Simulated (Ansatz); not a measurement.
# What KSrH3 (model cell, started as cubic perovskite with Sr in the octahedra) distorts into, part 3 of 3

Wanted: the energy along a soft mode of KSrH3 (model cell, started as cubic perovskite with Sr in the octahedra) and the structure at the end.

Ansatz 0.2.0; DFT PBEsol, scalar-relativistic, plane waves, PAW; PAW set soft_1.

So far. Step 5 (Energy along the mode, all amplitudes (two of the runs …): The lowest of the steps tried is the last one, at 0.6 Å, 20.9 meV/atom below the parent; the bottom of the well need not coincide with a step. Step 7 (The new phase in its own primitive cell): The largest force component left is 0.26 meV/Å and the pressure is 0.000 GPa, within the tolerances set. The cell now holds 20.24 Å³/atom. The relaxed cell has a, b, c = 6.604, 9.334, 6.567 Å (conventional setting).

The structure was built from a prototype and need not be the compound's stable phase.

### Step 8. Modes of the new phase, k-mesh 6×6×6

A relaxed structure may still be a saddle point, so its zone-centre modes are computed. The response to a homogeneous field gives the Born charges and the dielectric tensor.

Contents of input.yaml:

```yaml
crystal:
  lattice:
    - [-3.3018157276, 4.666919068, 3.283330979]
    - [3.3018157276, -4.666919068, 3.283330979]
    - [3.3018157276, 4.666919068, -3.283330979]
  atoms:
    - { symbol: K, position: [0.2275449409, 0.9775449409, 0.25] }
    - { symbol: K, position: [0.7724550591, 0.0224550591, 0.75] }
    - { symbol: Sr, position: [0.5, 0.5, 0.0] }
    - { symbol: Sr, position: [0.0, 0.5, 0.5] }
    - { symbol: H, position: [0.3599498269, 0.6099498269, 0.75] }
    - { symbol: H, position: [0.6400501731, 0.3900501731, 0.25] }
    - { symbol: H, position: [0.1857869619, 0.0, 0.6857869619] }
    - { symbol: H, position: [0.8142130381, 0.0, 0.3142130381] }
    - { symbol: H, position: [0.8142130381, 0.5, 0.8142130381] }
    - { symbol: H, position: [0.1857869619, 0.5, 0.1857869619] }
kpoints:
  mp_grid: { grid: [6, 6, 6] }
hamiltonian:
  xc: pbesol
  pseudopotentials: { kind: paw, azcp: { folder: soft_1 }, xc_functional: pbe }
scf:
  occupations: { method: fixed }
output:
  eigenvalues: true
phonons:
  method: dfpt
  dielectric: true
  rigid_motions: translations
```

On the command line:

```sh
$ ansatz run input.yaml --threads 4 --pin off --max-ram 16384MiB --backend cpu --events-out ev --progress --plain --runs-dir out
```

Numbers of over 12 decimals in the logs are rounded to 6 here.

What it wrote:

```text
[...]
Crystal: 10 atoms, lattice volume = 202.375 Å³
Basis set: ecut = 420 eV, 3879 PW (Γ), exchange–correlation on 96×96×96 points (8 copies of the dense FFT grid, shifted against one another)
Bands: 32, of which v1, the nominal top of the filled ones, is band 22 counted from 1 (21 counted from 0)
Symmetry: 8 space group operations
k-points: 112 of 216 (irreducible under 1 space group operation, time reversal used)
[...]
SCF iter   1: F=—  HF=-10115.684262 eV  |F-HF|=—  |Δ(HF+E_count)|=         —  Δρ=4.76e-2  dr2=6.06e0  ethr=3.10e-3  ⟨swp⟩=5.8  Hψ=14629  notcnv=0  defer=774
[...]
SCF iter  10: F=-10113.687007 eV  HF=-10113.687007 eV  |F-HF|=1.27e-11  |Δ(HF+E_count)|=  6.78e-10  Δρ=7.13e-8  dr2=1.42e-11  ethr=1.00e-12  ⟨swp⟩=20.9  Hψ=34000  notcnv=0
SCF 1 converged in 10 iterations: F = -10113.687007 eV  dr2 = 1.42e-11
[...]
NSCF: frozen V_eff on 5 k-points
DFPT response loops at Γ: preconditioner auto → Resta (q_TF=auto, 2.116 Å⁻¹)  ε∞=5.0 (no band partly filled); β = 1.00, the filter's whole step (`scf.mixing.beta` (0.50) is not read by the response loops at its default; to damp them type it under 1.00, their step now; it binds the ground state too); Broyden in place of MSR1
── the response to a field inside a basis, on 6×6×6 k-points: an SCF that follows is theirs, and a resumed run solves both again ──
Bands: 23, of which v1, the nominal top of the filled ones, is band 22 counted from 1 (21 counted from 0)
k-points: 45 of 216
[...]
Eigensolver: Dense (45 Hₖ)
SCF iter   1: F=—  HF=-10113.673278 eV  |F-HF|=—  |Δ(HF+E_count)|=         —  Δρ=1.19e-4  dr2=8.08e-6  ethr=1.00e-1
[...]
SCF iter   3: F=-10113.673287 eV  HF=-10113.673287 eV  |F-HF|=5.16e-8  |Δ(HF+E_count)|=   3.02e-6  Δρ=5.13e-6  dr2=5.46e-8  ethr=4.78e-9
SCF 1 converged in 3 iterations: F = -10113.673287 eV  dr2 = 5.46e-8
[...]
SCF converged after 10 iterations
Free energy (F): -10113.687007 eV
[...]
Internal energy: -10113.687007 eV  (E = F + TS)
E sigma→0 (E₀):  -10113.687007 eV
Fermi energy:    2.085189 eV
[...]
--- Band table (eV; the first three rows and the last of 112) ---
  k-point 0: bands = [... 18 lower, 1.2340, 1.9333, 1.9729, 2.0852, 5.4275, 5.4862, 5.4929, 7.8594, ... 6 higher]
  k-point 1: bands = [... 18 lower, 1.2847, 1.7544, 1.8732, 1.9961, 5.4514, 5.5342, 5.6041, 7.6800, ... 6 higher]
  k-point 2: bands = [... 18 lower, 1.3483, 1.4230, 1.7149, 1.8342, 5.5130, 5.8227, 5.9332, 6.7777, ... 6 higher]
  k-point 111: bands = [... 18 lower, 1.1269, 1.4019, 1.7361, 1.7657, 4.5148, 6.3030, 6.5646, 6.9244, ... 6 higher]
--- Phonons (Γ-DFPT): 12 representative perturbations + reference, on 112 of 216 k-points (Σ response iterations 44) ---
  k mesh reduced under 1 symmetry operation, with k and −k counted as one. Each operation leaves every solved perturbation unchanged. A smaller set is not considered because the run solves the response to a homogeneous field
  ASR residual: 1.297e-4 → 0.000e0 eV/Å²; symmetrization residual: 3.464e-7 eV/Å²
  ASR residual per site (eV/Å²): 1.91e-5 1.91e-5 1.30e-4 1.30e-4 1.01e-5 1.01e-5 1.13e-5 1.13e-5 1.13e-5 1.13e-5
  Γ frequencies (cm⁻¹): -115.40 0.00 0.00 0.00 55.38 93.22 101.72 106.38 108.98 125.48 127.21 128.00 155.00 191.10 309.61 357.51 391.09 414.79 434.75 497.44 547.49 600.90 619.91 685.96 941.00 997.10 1019.34 1033.63 1064.28 1178.87
  ε∞ (high-frequency dielectric tensor):
        3.139718     0.000000     0.000000
        0.000000     3.134933    -0.000000
        0.000000    -0.000000     3.155482
  softest optical mode at Γ: -115.40 cm⁻¹; the repairs (sum rule, projections) moved no ω² at Γ by more than (2.54 cm⁻¹)²
  Born effective charges Z* (e; rows j = field, columns β = displacement):
    site 0:
         1.11294    0.00000   -0.00000
         0.00000    1.03853   -0.00000
         0.00000   -0.00000    1.07804
    site 1:
         1.11294    0.00000   -0.00000
         0.00000    1.03853   -0.00000
         0.00000   -0.00000    1.07804
    site 2:
         1.82266   -0.00000    0.00000
        -0.00000    1.91105   -0.00305
         0.00000    0.06721    1.84969
    site 3:
         1.82266   -0.00000   -0.00000
        -0.00000    1.91105    0.00305
        -0.00000   -0.06721    1.84969
    site 4:
        -0.91342    0.00000    0.00000
         0.00000   -1.13719   -0.00000
         0.00000   -0.00000   -0.93711
    site 5:
        -0.91342    0.00000    0.00000
         0.00000   -1.13719   -0.00000
         0.00000   -0.00000   -0.93711
    site 6:
        -1.01109    0.00000   -0.11733
         0.00000   -0.90620   -0.00000
        -0.11908   -0.00000   -0.99531
    site 7:
        -1.01109    0.00000   -0.11733
         0.00000   -0.90620   -0.00000
        -0.11908   -0.00000   -0.99531
    site 8:
        -1.01109    0.00000    0.11733
         0.00000   -0.90620   -0.00000
         0.11908   -0.00000   -0.99531
    site 9:
        -1.01109    0.00000    0.11733
         0.00000   -0.90620   -0.00000
         0.11908   -0.00000   -0.99531
  Z* charge neutrality: 6.317e-3 e pre-enforcement
  solved inside a basis spanned on kpoints, on 6×6×6 k-points, its susceptibility summed on 8×8×8: ε∞ is read to err by 7.9e-3, Z* by 1.2e-2 e (field_mesh: kpoints solves on kpoints); Z* is corrected for what the basis lacks
  optical modes at Γ without the LO–TO term, one row a degenerate level:
      ω (cm⁻¹)  modes    IR ((D/Å)²/amu)
       -115.40      1            21.2529
         55.38      1             0.0000
         93.22      1             0.0000
        101.72      1             1.2720
        106.38      1             0.0000
        108.98      1             0.6058
        125.48      1             0.0000
[...]
optical modes at Γ + LO–TO along q̂ = [1.0000, 0.0000, 0.0000]:
      ω (cm⁻¹)  modes    IR ((D/Å)²/amu)
[...]
optical modes at Γ + LO–TO along q̂ = [0.0000, 1.0000, 0.0000]:
      ω (cm⁻¹)  modes    IR ((D/Å)²/amu)
[...]
optical modes at Γ + LO–TO along q̂ = [0.0000, 0.0000, 1.0000]:
      ω (cm⁻¹)  modes    IR ((D/Å)²/amu)
[...]
497.44      1             0.0000
        498.93      1             3.1070
        600.90      1             0.0000
        619.91      1             0.0000
        685.96      1             0.0000
        695.71      1            51.2161
        941.00      1            45.5962
        997.10      1             0.0000
       1019.34      1            50.9133
       1064.28      1             0.0000
       1129.36      1            80.9460
       1178.87      1             0.0000
```

Run time: 6.6 min. Hardware: 4 threads of Arm Neoverse V1, shared host; peak memory 3 GiB; 25 min of CPU time.

This step gave:

```
sum-rule residual before enforcement                    : 1.30e-4 eV/Å²
miss of the charge sum rule                             : 0.006317 e
estimated error of the dielectric tensor                : 0.007878
estimated error of the Born charges                     : 0.01249 e
point group                                             : mmm
highest optical mode at the zone centre (no LO-TO term) : 1179 cm⁻¹
lowest optical zone-centre mode                         : -115.4 cm⁻¹
mean high-frequency dielectric constant                 : 3.143
largest Born charge (third of the trace)                : 1.861 e
top of the zone-centre spectrum with the field          : 1179 cm⁻¹
```

Without the LO-TO term. Patterns of degenerate modes are one choice out of their space. The modes at Γ (shares of kinetic energy by element, %) (negative means imaginary):

```
mode  frequency (cm⁻¹)  symmetry  K %  Sr %  H %
   1            -115.4       B3u   30     9   62
   2               0.0  acoustic   30    68    2
   3               0.0  acoustic   30    68    2
   4               0.0  acoustic   30    68    2
   5              55.4       B2g   96     0    4
   6              93.2       B3g  100     0    0
   7             101.7       B2u   70    30    1
   8             106.4        Ag  100     0    0
   9             109.0       B1u   48    52    0
  10             125.5        Au    0    99    1
  11             127.2       B1u   21    78    0
  12             128.0       B2u    0    99    1
  13             155.0       B3u   40    21   39
  14             191.1       B1g    0     0  100
  15             309.6       B2g    3     0   97
  16             357.5       B3u    0     2   98
  17             391.1        Au    0     1   99
  18             414.8       B2u    0     3   97
  19             434.8       B1u    0     1   99
  20             497.4        Ag    0     0  100
  21             547.5       B1u    0     1   99
  22             600.9       B3g    0     0  100
  23             619.9       B2g    0     0  100
  24             686.0        Ag    0     0  100
  25             941.0       B2u    0     1   99
  26             997.1       B3g    0     0  100
  27            1019.3       B3u    0     1   99
  28            1033.6       B1u    0     1   99
  29            1064.3       B1g    0     0  100
  30            1178.9       B3g    0     0  100
```

Displacements in mode 1 (-115.4 cm⁻¹), the largest set to 1:
```
K1  -0.11  0.00  0.00
K2  -0.11  0.00  0.00
Sr3  0.04  0.00  0.00
Sr4  0.04  0.00  0.00
H5   1.00  0.00  0.00
H6   1.00  0.00  0.00
H7  -0.05  0.00  0.13
H8  -0.05  0.00  0.13
H9  -0.05  0.00 -0.13
H10 -0.05  0.00 -0.13
```

Displacements in mode 21 (547.5 cm⁻¹), the largest set to 1:
```
K1   0.00  0.00 -0.01
K2   0.00  0.00 -0.01
Sr3  0.00  0.00 -0.01
Sr4  0.00  0.00 -0.01
H5   0.00  0.00  1.00
H6   0.00  0.00  1.00
H7   0.13  0.00 -0.07
H8   0.13  0.00 -0.07
H9  -0.13  0.00 -0.07
H10 -0.13  0.00 -0.07
```

Optical modes at the zone centre, without and with the macroscopic field of the longitudinal modes; each column is sorted by frequency, so a row need not hold one and the same mode. Modes with and without the field, by row:

```csv
rank among optical modes,no field (cm⁻¹),"q along (1, 0, 0) (cm⁻¹)","q along (0, 1, 0) (cm⁻¹)","q along (0, 0, 1) (cm⁻¹)"
1,-115.4,55.4,-115.4,-115.4
2,55.4,76.8,55.4,55.4
3,93.2,93.2,93.2,93.2
4,101.7,101.7,106.4,101.7
5,106.4,106.4,107.4,106.4
6,109,109,109,112.4
7,125.5,125.5,125.5,125.5
8,127.2,127.2,127.2,127.6
9,128,128,131.8,128
10,155,183.1,155,155
11,191.1,191.1,191.1,191.1
12,309.6,309.6,309.6,309.6
13,357.5,391.1,357.5,357.5
14,391.1,414.8,391.1,391.1
15,414.8,434.8,434.8,414.8
16,434.8,497.4,497.4,497.4
17,497.4,547.5,547.5,498.9
18,547.5,574.9,600.9,600.9
19,600.9,600.9,619.9,619.9
20,619.9,619.9,636,686
21,686,686,686,695.7
22,941,941,997.1,941
23,997.1,997.1,1019,997.1
24,1019,1034,1034,1019
25,1034,1064,1055,1064
26,1064,1125,1064,1129
27,1179,1179,1179,1179
```

Born charge (rows field, columns displacement) (e), principal values of the symmetric part by kind of site:

```csv
atom,atoms with these values,low,middle,high,mean
K1,2,1.04,1.08,1.11,1.08
Sr3,2,1.82,1.84,1.92,1.86
H5,2,-1.14,-0.94,-0.91,-1.00
H7,4,-1.12,-0.91,-0.88,-0.97
```

In full for Sr3:

```
1.82 0.00 0.00
0.00 1.91 0.00
0.00 0.07 1.85
```

High-frequency dielectric tensor:

```
3.14 0.00 0.00
0.00 3.13 0.00
0.00 0.00 3.16
```

Transverse modes; imaginary modes are left out. Lines of the infrared spectrum (strongest = 100):

```
position (cm⁻¹)  relative intensity
             55                 0.0
             93                 0.0
            102                 1.4
            106                 0.0
            109                 0.7
            126                 0.0
            127                 0.1
            128                 0.8
            155                 5.5
            191                 0.0
            310                 0.0
            358                  66
            391                 0.0
            415                 100
            435                  65
            497                 0.0
            548                  36
            601                 0.0
            620                 0.0
            686                 0.0
            941                  51
            997                 0.0
           1019                  57
           1034                  49
           1064                 0.0
           1179                 0.0
```

Before it was imposed, the acoustic sum rule was missed by 1.3e-4 eV/Å² and the charge sum rule by 0.0063 e. Small misses are needed for a sound result but don't prove that mesh and cutoff are converged. The lowest optical mode is imaginary, 115.4i cm⁻¹, so the energy falls along it.

### Step 9. Summary of results

* unstable mode of the parent: q = (-0.5, -0.5, -0.5), 354i cm⁻¹
* depth at the lowest point sampled: 20.9 meV/atom
* largest atomic shift at that point: 0.6 Å
* space group reached (within 0.01 Å): Imma
* energy gained over the parent (first relaxation, on the mesh of the frozen mode): 28.5 meV/atom
* volume per atom, phase reached: 20.2 Å³
* gap on the k-mesh, phase reached: 2.43 eV
* lowest optical zone-centre mode, phase reached: -115 cm⁻¹
* highest optical mode at the zone centre (no LO-TO term), phase reached: 1179 cm⁻¹

In words: Along this mode the structure falls into Imma, 28.5 meV/atom below the parent. At the parent's cell the well is 20.92 meV/atom deep on the steps tried, with its lowest point at a shift of 0.6 Å. That is the last step tried, so the steps alone don't bracket the bottom of the well. Relaxing atoms and cell changes the gain by +7.61 meV/atom against the lowest step (energies at zero smearing). The new phase still has an imaginary mode at the zone centre of its cell, so it is a saddle point on the way to a lower structure. Of the 4 patterns followed to their end from this parent, this one reaches the lowest energy. Each path keeps the symmetry of its pattern, so a lower phase may lie along a pattern not tried. The PAW files were made for PBE and serve the other functionals too. The starting cell was built on a prototype and not taken from a measurement, so the phase need not exist.

[Logs are printed without paths, hosts, clocks, repeated set-up lines and the standing remarks that a program may print on its own settings, such as how far it seeks lower states.]

[Hosts, paths, dates, database ids (printed as entryN), source tags and the programs' standing remarks are cut or masked in the printed files.]
